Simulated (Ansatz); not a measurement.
# How fast states decay through KBaH3

Aim: relax a made-up compound, KBaH3, and see how good a tunnel barrier it would be. It is built by putting Ba for Mg in the KMgH3 structure of space group Pm-3m, with the volume rescaled by atomic radii. The parent structure comes from the Materials Project.

Calculated with Ansatz 0.2.0; r2SCAN DFT, plane waves, PAW files, in the first sound run; inputs show where later runs differ.

Most raw output is cut from this account.

The structure was built from a prototype and need not be the compound's stable phase.

## Step 1: Set-up

Symmetry: Pm-3m, No. 221, cubic system. Conventional cell: a = 4.417 Å, b = 4.417 Å, c = 4.417 Å, α = 90.00°, β = 90.00°, γ = 90.00°. Nearest to K lie 12 H at 3.12 Å. Nearest to Ba lie 6 H at 2.21 Å. Nearest to H lie 2 Ba at 2.21 Å. It derives from KMgH3. Ba for Mg in the KMgH3 structure of space group Pm-3m. Farther neighbours are not listed.

## Step 2: Relaxing the new crystal

The substituted atoms don't fit the parent's cell, so cell and atoms relax together. A small smearing keeps the run stable in case the gap closes on the way.

input.yaml

```yaml
crystal:
  lattice:
    - [4.4167352162, 0.0, 0.0]
    - [0.0, 4.4167352162, 0.0]
    - [0.0, 0.0, 4.4167352162]
  atoms:
    - { symbol: K, position: [0.0, 0.0, 0.0] }
    - { symbol: Ba, position: [0.5, 0.5, 0.5] }
    - { symbol: H, position: [0.5, 0.0, 0.5] }
    - { symbol: H, position: [0.5, 0.5, 0.0] }
    - { symbol: H, position: [0.0, 0.5, 0.5] }
kpoints:
  mp_grid: { grid: [6, 6, 6] }
scf:
  occupations: { method: gaussian, width: 0.03 }
hamiltonian:
  xc: r2scan
output:
  forces: true
  stress: true
relax:
  f_tol: 0.02
  max_steps: 60
  cell: {}
```

The run is started by

```sh
$ ansatz run input.yaml --threads 2 --pin off --max-ram 4096MiB --backend cpu --events-out ev --progress --plain --runs-dir out
```

The job ended after 22 s (2 threads of Arm Neoverse V2, shared host; peak memory 0.68 GiB).

Step by step:

```tsv
step	energy less that of the first step (eV)	largest force component (eV/Å)	pressure (GPa)	volume (Å³)
1	0.0000	0.0000	17.93	86.16
2	-1.0920	0.0000	9.36	99.38
3	-1.6727	0.0000	4.00	113.90
4	-1.8779	0.0000	1.01	127.79
5	-1.8980	0.0000	0.00	134.61
6*	-1.9144	0.0000	0.09	134.61
7	-1.9146	0.0000	0.00	135.31
8*	-1.9146	0.0000	0.00	135.31
```

Relaxation steps marked * repeat the geometry before them on a plane-wave basis chosen anew for their cell, so energy and pressure can jump there.

The run keeps the 48 symmetry operations that it works with, so distortions that break them were not tested.

```tsv
cell as run	before	after	change
a (Å)	4.417	5.134	+16.2 %
b (Å)	4.417	5.134	+16.2 %
c (Å)	4.417	5.134	+16.2 %
volume (Å³/atom)	17.23	27.06	+57.0 %
```

Final coordinates:

```cif
data_structure
_symmetry_space_group_name_H-M 'P 1'
_symmetry_Int_Tables_number 1
_cell_length_a 5.1338
_cell_length_b 5.1338
_cell_length_c 5.1338
_cell_angle_alpha 90.000
_cell_angle_beta 90.000
_cell_angle_gamma 90.000
_cell_volume 135.31
loop_
_atom_site_label
_atom_site_type_symbol
_atom_site_fract_x
_atom_site_fract_y
_atom_site_fract_z
_atom_site_occupancy
K1 K 0.00000 0.00000 0.00000 1
Ba2 Ba 0.50000 0.50000 0.50000 1
H3 H 0.50000 0.00000 0.50000 1
H4 H 0.50000 0.50000 0.00000 1
H5 H 0.00000 0.50000 0.50000 1
```

Numbers from this step:

| Item | Value |
| --- | --- |
| free energy | -7556.2683 eV |
| Fermi energy | 2.686 eV |
| pressure | 0.004633 GPa |

The largest force component on a free atom ends at 1.4e-30 eV/Å.

## Step 3: The bulk crystal and its band edges

The energy window and the wavevectors of the next steps follow from the band edges, so these are searched first, off the mesh as well.

input.yaml

```yaml
crystal:
  lattice:
    - [5.1338034978, 0.0, 0.0]
    - [0.0, 5.1338034978, 0.0]
    - [0.0, 0.0, 5.1338034978]
  atoms:
    - { symbol: K, position: [0.0, 0.0, 0.0] }
    - { symbol: Ba, position: [0.5, 0.5, 0.5] }
    - { symbol: H, position: [0.5, 0.0, 0.5] }
    - { symbol: H, position: [0.5, 0.5, 0.0] }
    - { symbol: H, position: [0.0, 0.5, 0.5] }
kpoints:
  mp_grid: { grid: [6, 6, 6] }
  band_path: { path: [VBM, CBM], npoints: 30 }
scf:
  occupations: { method: fixed }
hamiltonian:
  xc: r2scan
output:
  eigenvalues: true
  write_potential: true
  write_density: true
  volumetric_format: npy
  elf: true
```

Wall time 9.6 s (2 threads); peak memory 0.58 GiB; 19 s of CPU time.

This step gave:

```
Fermi energy        : 1.491 eV
gap on the k-mesh   : 2.390 eV
gap on path         : 2.390 eV, by band count; negative where bands overlap
direct gap on path  : 2.463 eV
edge places on path : 0, 0.6119 1/A along the path
```

The electronic bands at the labelled points (eV, zero at the Fermi level (highest filled level under fixed occupations); v1 is the highest filled band, c1 the lowest empty one):

```tsv
point	v3	v2	v1	c1	c2	c3	c4
VBM	0.00	0.00	0.00	3.14	3.14	3.14	6.08
halfway	-0.75	-0.04	-0.04	2.71	3.65	3.65	6.22
CBM	-1.35	-0.07	-0.07	2.39	4.60	4.60	5.79
```

Electrostatic potential energy in the ac plane at fractional y = 0.500, with atoms of Ba and H within 0.2 Å of it. With pseudopotentials it is smooth inside the atoms' cores, unlike the true potential.

Values in eV, 13 rows by 14 columns, each cell a mean:
```
  6   6   6   7   7   6  -8 -19   1   7   7   6   6   6
  6   6   6   6   6   6   5   4   5   6   6   6   6   6
  7   6   6   5   4   3   2   2   2   4   5   5   6   7
  7   7   6   4   1  -4 -10 -12  -8  -2   2   5   6   7
  6   6   5   2  -6 -20 -31 -33 -27 -14  -2   4   6   6
-19   1   4   0 -14 -32 -39 -40 -37 -24  -6   3   4  -8
-36  -4   4  -1 -16 -34 -40 -40 -38 -27  -7   2   3 -20
  0   5   5   1 -10 -27 -36 -38 -33 -20  -4   3   5   3
  7   7   5   3  -2 -12 -21 -24 -18  -7   1   4   6   7
  7   7   6   4   3   0  -2  -3  -1   1   4   5   6   7
  6   6   6   6   5   5   4   4   4   5   5   6   6   6
  6   6   6   6   7   6   2  -1   5   6   7   6   6   6
  6   6   6   7   7   5 -20 -36  -3   6   7   6   6   6
```
Columns run along a (5.1 Å; values clipped at the 3rd and 97th percentile), rows up along c (5.1 Å). Atoms in or near the plane, at fractional coordinates: Ba at (0.50, 0.50), H at (0.50, 0.00), H at (0.00, 0.50).

Valence density in the ac plane at fractional y = 0.500, with atoms of Ba and H within 0.2 Å of it. It is the smooth field of the valence electrons, not physical close to the nuclei.

Ten even steps from '0' (0.0 e/Å³) to '9' (1.3 e/Å³), each cell a mean:
```
00000146310000
00000012100000
00000011100000
00000234310000
11002699841001
63114975972114
94115952783126
32113898962012
00001467520000
00000112100000
00000011000000
00000123200000
00000269310000
```
Columns run along a (5.1 Å), rows up along c (5.1 Å). Atoms in or near the plane, at fractional coordinates: Ba at (0.50, 0.50), H at (0.50, 0.00), H at (0.00, 0.50).

ELF in the ac plane at fractional y = 0.500, with atoms of Ba and H within 0.2 Å of it. It is the smooth field of the valence electrons, not physical close to the nuclei.

Ten even steps from '0' (0.11 × 1e-1) to '9' (9.96 × 1e-1), each cell a mean:
```
00169999998300
00015788763000
63000112100014
98202577630059
99415887873179
99527721585289
99537700385289
99527864784289
99304788862169
86100234310037
21001344320001
00048999996200
00279999999500
```
Columns run along a (5.1 Å), rows up along c (5.1 Å). Atoms in or near the plane, at fractional coordinates: Ba at (0.50, 0.50), H at (0.50, 0.00), H at (0.00, 0.50).

The searched edges give 2.39 eV, as on the mesh.

## Step 4: Complex bands, plane (110)

This step: r2SCAN DFT, plane waves, PAW files; complex bands by layer matching along the plane's normal (Ansatz 0.2.0).

The same crystal is laid in a cell whose first two vectors span the (110) plane (indices of the standard conventional cell, whose axes can be ordered otherwise than in the bulk input). At fixed energy and wavevector in the plane the solver finds all kz, real and complex. A few wavevectors are listed, (0, 0), (-0.5, -0.5) and (-0.5, 0) in units of the plane's reciprocal vectors; the slowest state needn't be among them.

input.yaml

```yaml
crystal:
  lattice:
    - [5.133803498, 0.0, 0.0]
    - [0.0, 7.260294533, 0.0]
    - [0.0, 3.630147267, 3.630147267]
  atoms:
    - { symbol: K, position: [0.0, 0.0, 0.0] }
    - { symbol: Ba, position: [0.5, 0.5, 0.0] }
    - { symbol: H, position: [0.5, 0.0, 0.5] }
    - { symbol: H, position: [0.0, 0.5, 0.0] }
    - { symbol: H, position: [0.5, 0.5, 0.5] }
kpoints:
  mp_grid: { grid: [6, 6, 6] }
scf:
  occupations: { method: fixed }
hamiltonian:
  xc: r2scan
output:
  eigenvalues: true
  transmission:
    leads: [[0, 0]]
    kpoints: [[0.0, 0.0], [-0.5, -0.5], [-0.5, 0.0]]
    e_range: [-1.0, 3.39]
    de: 0.11
```

The job ended after 1.9 min (2 threads; peak memory 1.4 GiB).

Numbers from this step:

- level to which the leads are filled: 1.195 eV from the Fermi level
- decay constant at the filling level, zone centre: 0.2783 Å⁻¹
- decay constant at the filling level, slowest listed point: 0.2783 Å⁻¹

K parallel (0, 0); values up to 1.5 1/Å, a degenerate pair printed once or twice; energies at which all values exceed this have no row. Im kz of the slowest decaying states against energy, zero at the highest filled level on the SCF mesh:

```tsv
energy (eV)	decay 1 (Å⁻¹)	decay 2 (Å⁻¹)	decay 3 (Å⁻¹)	decay 4 (Å⁻¹)
-1.00	0.45	0.816	1.04	1.15
-0.67	0.531	0.780	1.02	1.13
-0.34	0.573	0.743	0.995	1.11
-0.12	0.589	0.718	0.978	1.09
-0.01	0.0869	0.118	0.595	0.705
0.21	0.174	0.239	0.604	0.679
0.54	0.236	0.331	0.610	0.639
0.87	0.267	0.386	0.599	0.610
1.20	0.278	0.424	0.561	0.605
1.42	0.275	0.443	0.536	0.599
1.75	0.249	0.464	0.505	0.588
2.08	0.188	0.477	0.481	0.574
2.41	0.463	0.486	0.556	0.719
2.63	0.454	0.489	0.542	0.687
2.96	0.442	0.490	0.519	0.635
3.29	0.429	0.489	0.491	0.576
```

K parallel (0, 0). Re kz of states that move upwards against energy, zero at the highest filled level on the SCF mesh:

```tsv
energy (eV)	channel 1 (Å⁻¹)	channel 2 (Å⁻¹)
-1.00	0.235	0.327
-0.89	0.309	0.414
-0.78	0.372	0.478
-0.67	0.430	0.530
-0.56	0.486	0.578
-0.45	0.543	0.623
-0.34	0.602	0.669
-0.23	0.669	0.719
-0.12	0.760	0.788
-0.01	-	-
0.21	-	-
0.32	-	-
0.43	-	-
0.54	-	-
0.65	-	-
0.76	-	-
0.87	-	-
0.98	-	-
1.09	-	-
1.20	-	-
1.31	-	-
1.42	-	-
1.53	-	-
1.64	-	-
1.75	-	-
1.86	-	-
1.97	-	-
2.08	-	-
2.30	-	-
2.41	-0.815	-
2.52	-0.735	-
2.63	-0.686	-
2.74	-0.646	-
2.85	-0.611	-
2.96	-0.580	-
3.07	-0.551	-
3.18	-0.524	-
3.29	-0.498	-
```

K parallel (-0.5, -0.5); values up to 1.5 1/Å, a degenerate pair printed once or twice; energies at which all values exceed this have no row. Im kz of the slowest decaying states against energy, zero at the highest filled level on the SCF mesh:

```tsv
energy (eV)	decay 1 (Å⁻¹)	decay 2 (Å⁻¹)	decay 3 (Å⁻¹)	decay 4 (Å⁻¹)
-1.00	0.659	0.944	1.17	1.32
-0.78	0.0895	0.592	0.923	1.16
-0.56	0.509	0.901	1.15	1.29
-0.34	0.388	0.879	1.15	1.27
-0.12	0.857	1.14	1.25	1.30
-0.01	0.113	0.220	0.845	1.13
0.10	0.182	0.312	0.834	1.13
0.32	0.262	0.380	0.810	1.11
0.54	0.313	0.403	0.787	1.10
0.76	0.349	0.407	0.762	1.09
0.98	0.377	0.400	0.737	1.08
1.20	0.384	0.398	0.711	1.06
1.31	0.372	0.407	0.698	1.05
1.53	0.344	0.421	0.671	1.04
1.75	0.306	0.431	0.643	1.02
1.97	0.255	0.438	0.614	1.00
2.19	0.181	0.442	0.583	0.985
2.41	0.444	0.551	0.965	1.07
2.63	0.443	0.516	0.945	1.05
2.85	0.440	0.479	0.923	1.04
3.07	0.434	0.438	0.900	1.02
3.29	0.0687	0.392	0.426	0.877
```

K parallel (-0.5, 0); values up to 1.5 1/Å, a degenerate pair printed once or twice; energies at which all values exceed this have no row. The Im kz of the slowest decaying states by energy, zero at the highest filled level on the SCF mesh:

```tsv
energy (eV)	decay 1 (Å⁻¹)	decay 2 (Å⁻¹)	decay 3 (Å⁻¹)	decay 4 (Å⁻¹)
-1.00	0.546	0.771	0.886	1.19
-0.67	0.402	0.697	0.853	1.17
-0.34	0.602	0.819	1.14	1.20
-0.12	0.505	0.795	1.13	1.19
-0.01	0.407	0.783	1.12	1.19
0.21	0.158	0.212	0.399	0.758
0.54	0.240	0.317	0.452	0.719
0.87	0.287	0.377	0.462	0.678
1.20	0.318	0.417	0.454	0.634
1.42	0.331	0.436	0.441	0.604
1.75	0.343	0.412	0.457	0.556
2.08	0.341	0.371	0.470	0.508
2.41	0.314	0.316	0.467	0.477
2.63	0.261	0.280	0.447	0.465
2.96	0.104	0.176	0.275	0.428
3.29	0.169	0.416	0.473	0.812
```

At the listed wavevectors the last open channel is at -0.01 eV and the next at +2.41 eV on the grid. At +1.20 eV, the grid energy nearest the filling level (the middle of the gap on the SCF mesh), the slowest state at the listed wavevectors decays with κ = 0.278 Å⁻¹, its amplitude falling by e over 3.6 Å. Through 1 nm of this crystal that state's transmission falls by exp(−2 × 0.278 Å⁻¹ × 10 Å) = 0.0038.

## Step 5: Complex bands, plane (001)

The same for the (001) plane, at (0, 0), (0, -0.5) and (-0.5, -0.5), to see how the decay depends on direction.

input.yaml

```yaml
crystal:
  lattice:
    - [5.133803498, 0.0, 0.0]
    - [0.0, 5.133803498, 0.0]
    - [0.0, 0.0, 5.133803498]
  atoms:
    - { symbol: K, position: [0.0, 0.0, 0.0] }
    - { symbol: Ba, position: [0.5, 0.5, 0.5] }
    - { symbol: H, position: [0.5, 0.0, 0.5] }
    - { symbol: H, position: [0.5, 0.5, 0.0] }
    - { symbol: H, position: [0.0, 0.5, 0.5] }
kpoints:
  mp_grid: { grid: [6, 6, 6] }
scf:
  occupations: { method: fixed }
hamiltonian:
  xc: r2scan
output:
  eigenvalues: true
  transmission:
    leads: [[0, 0]]
    kpoints: [[0.0, 0.0], [0.0, -0.5], [-0.5, -0.5]]
    e_range: [-1.0, 3.39]
    de: 0.09
```

Elapsed: 70 s, on 2 threads; peak memory 1 GiB.

This step gave:

```
decay constant at the filling level, zone centre          : 0.3957 Å⁻¹
decay constant at the filling level, slowest listed point : 0.2579 Å⁻¹
```

K parallel (0, 0); values up to 1.5 1/Å, a degenerate pair printed once or twice; energies at which all values exceed this have no row. Table of Im kz of the slowest decaying states by energy, zero at the highest filled level on the SCF mesh:

```tsv
energy (eV)	decay 1 (Å⁻¹)	decay 2 (Å⁻¹)	decay 3 (Å⁻¹)	decay 4 (Å⁻¹)
-1.0000	0.238	0.382	1.02	1.15
-0.7300	0.422	0.474	0.997	1.12
-0.4600	0.447	0.556	0.976	1.10
-0.2800	0.107	0.458	0.588	0.962
-0.0100	0.207	0.466	0.619	0.940
0.2600	0.261	0.467	0.637	0.917
0.5300	0.299	0.462	0.646	0.893
0.7100	0.321	0.454	0.649	0.876
0.9800	0.354	0.434	0.649	0.851
1.2500	0.396	0.645	0.824	0.967
1.5200	0.394	0.638	0.796	0.943
1.7900	0.390	0.627	0.766	0.919
1.9700	0.385	0.619	0.746	0.903
2.2400	0.375	0.603	0.713	0.877
2.5100	0.363	0.585	0.679	0.851
2.7800	0.347	0.565	0.642	0.824
2.9600	0.334	0.549	0.616	0.805
3.2300	0.313	0.524	0.573	0.776
```

K parallel (0, -0.5); values up to 1.5 1/Å, a degenerate pair printed once or twice; energies at which all values exceed this have no row. Table of Im kz of the slowest decaying states by energy, zero at the highest filled level on the SCF mesh:

```tsv
energy (eV)	decay 1 (Å⁻¹)	decay 2 (Å⁻¹)	decay 3 (Å⁻¹)	decay 4 (Å⁻¹)
-1.00	0.557	0.603	0.987	1.05
-0.82	0.485	0.679	0.973	1.05
-0.64	0.390	0.725	0.959	1.05
-0.46	0.241	0.755	0.945	1.04
-0.28	0.775	0.930	1.02	1.05
-0.10	0.788	0.915	1.00	1.05
-0.01	0.0780	0.154	0.793	0.908
0.08	0.119	0.224	0.797	0.900
0.17	0.147	0.266	0.800	0.892
0.35	0.187	0.314	0.803	0.876
0.53	0.216	0.337	0.804	0.859
0.71	0.238	0.348	0.802	0.842
0.89	0.255	0.349	0.799	0.825
1.07	0.269	0.343	0.794	0.806
1.25	0.281	0.331	0.787	0.788
1.43	0.290	0.313	0.768	0.779
1.61	0.290	0.298	0.748	0.770
1.79	0.260	0.305	0.727	0.759
1.97	0.222	0.310	0.705	0.747
2.15	0.171	0.314	0.682	0.734
2.24	0.136	0.315	0.671	0.726
2.42	0.318	0.646	0.702	0.713
2.60	0.319	0.621	0.677	0.697
2.78	0.320	0.594	0.651	0.680
2.96	0.320	0.565	0.623	0.662
3.14	0.320	0.535	0.595	0.643
3.32	0.319	0.502	0.565	0.622
```

K parallel (-0.5, -0.5); values up to 1.5 1/Å, a degenerate pair printed once or twice; energies at which all values exceed this have no row. The Im kz of the slowest decaying states by energy, zero at the highest filled level on the SCF mesh:

```tsv
energy (eV)	decay 1 (Å⁻¹)	decay 2 (Å⁻¹)	decay 3 (Å⁻¹)	decay 4 (Å⁻¹)
-1.0000	0.807	1.07	1.15	1.45
-0.7300	0.780	0.935	1.16	1.42
-0.4600	0.747	0.751	1.18	1.40
-0.2800	0.578	0.731	1.19	1.38
-0.0100	0.699	1.20	1.35	1.40
0.2600	0.143	0.462	0.665	1.20
0.5300	0.194	0.521	0.627	1.20
0.7100	0.218	0.531	0.600	1.20
0.9800	0.244	0.528	0.556	1.20
1.2500	0.264	0.507	0.512	1.19
1.5200	0.278	0.449	0.487	1.18
1.7900	0.289	0.379	0.454	1.14
1.9700	0.294	0.322	0.427	1.12
2.2400	0.197	0.299	0.381	1.08
2.5100	0.303	0.323	1.05	1.14
2.7800	0.248	0.304	1.01	1.13
2.9600	0.177	0.303	0.982	1.11
3.2300	0.107	0.301	0.940	1.08
```

K parallel (-0.5, -0.5). Table of Re kz of states that move upwards by energy, zero at the highest filled level on the SCF mesh:

```tsv
energy (eV)	channel 1 (Å⁻¹)	channel 2 (Å⁻¹)	channel 3 (Å⁻¹)
-1.00	0.226	-	-
-0.82	0.285	-	-
-0.73	0.312	-	-
-0.55	0.364	-	-
-0.37	0.417	-	-
-0.28	0.446	-	-
-0.10	0.517	-	-
-0.01	0.472	0.472	0.583
0.08	-	-	-
0.17	-	-	-
0.35	-	-	-
0.53	-	-	-
0.62	-	-	-
0.80	-	-	-
0.98	-	-	-
1.07	-	-	-
1.25	-	-	-
1.34	-	-	-
1.52	-	-	-
1.70	-	-	-
1.79	-	-	-
1.97	-	-	-
2.15	-	-	-
2.24	-	-	-
2.42	0.0897	-	-
2.60	0.243	-	-
2.69	0.296	-	-
2.87	0.390	-	-
3.05	0.493	-	-
3.14	0.591	-	-
3.32	-0.434	-0.434	-
```

At the listed wavevectors the last open channel is at -0.01 eV and the next at +2.42 eV on the grid. At +1.16 eV, the grid energy nearest the filling level (the middle of the gap on the SCF mesh), the slowest state at the listed wavevectors decays with κ = 0.258 Å⁻¹, its amplitude falling by e over 3.9 Å; the first such run, plane (110), gave 0.278 Å⁻¹.

[end of part 1 of 2]

[Logs are printed without paths, hosts, clocks, repeated set-up lines and the standing remarks that a program may print on its own settings, such as how far it seeks lower states.]

[Hosts, paths, dates, database ids (printed as entryN), source tags and the programs' standing remarks are cut or masked in the printed files.]
